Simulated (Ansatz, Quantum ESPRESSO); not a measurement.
## Co [001], hcp: uniaxial strain and lateral response

The c axis is held at a set length while the cell relaxes sideways. How do the lateral strain and the stress follow? The strained cell has c along the load; unstrained it is a = 2.4567 Å, b = 2.4567 Å, c = 3.9682 Å, α = 90.00°, β = 90.00°, γ = 120.00°, with 2 atoms.

Calculated with Ansatz 0.2.0, PBEsol, PAW files of the set soft_1, cutoff 600 eV, Fermi–Dirac smearing 0.05 eV, k-mesh 20×20×11, ferromagnetic start, no spin-orbit coupling.

Relaxed positions at 0 %:

```
atom       x       y       z
  Co  0.3333  0.6667  0.7500
  Co  0.6667  0.3333  0.2500
```

| ε_c (%) | a (Å) | c (Å) | ε_a (%) | σ (GPa, tension positive) |
| --- | --- | --- | --- | --- |
| −3 | 2.4743 | 3.8491 | 0.715 | −13.41 |
| −1 | 2.4622 | 3.9285 | 0.221 | −4.32 |
| 0 | 2.4567 | 3.9682 | 0.000 | 0.00 |
| 1 | 2.4517 | 4.0079 | −0.205 | 4.05 |
| 2 | 2.4469 | 4.0476 | −0.398 | 7.77 |
| 3 | 2.4424 | 4.0872 | −0.584 | 11.20 |

**Question.** Fit both responses and give the free strain and the stress at −2 %, a row left out above.

Least squares with y = y0 + y1 ε + y2 ε² (ε in %) gives ε_a = 0.001 + (−0.2158) ε + (0.0072) ε² and σ = 0.00 + (4.113) ε + (−0.122) ε² GPa. The linear terms put the ratio of free to applied strain at −0.216 and the Young modulus at 411 GPa.

At −2 % the free strain comes out as 0.462 %. The run itself gives 0.459 %, so the estimate misses by 0.003 %; the fitted rows themselves lie up to 0.003 % off the law.

The stress comes out as −8.72 GPa. The run itself gives −8.81 GPa, so the estimate misses by 0.09 GPa; the fitted rows themselves lie up to 0.08 GPa off the law.

The negative ε² term means that the crystal stiffens in compression and softens in tension.

The same fit over all rows at other levels or in other programs gives the strain ratio = −0.220 with PBEsol (Quantum ESPRESSO, PseudoDojo).

[Logs are printed without paths, hosts, clocks, repeated set-up lines and the standing remarks that a program may print on its own settings, such as how far it seeks lower states.]
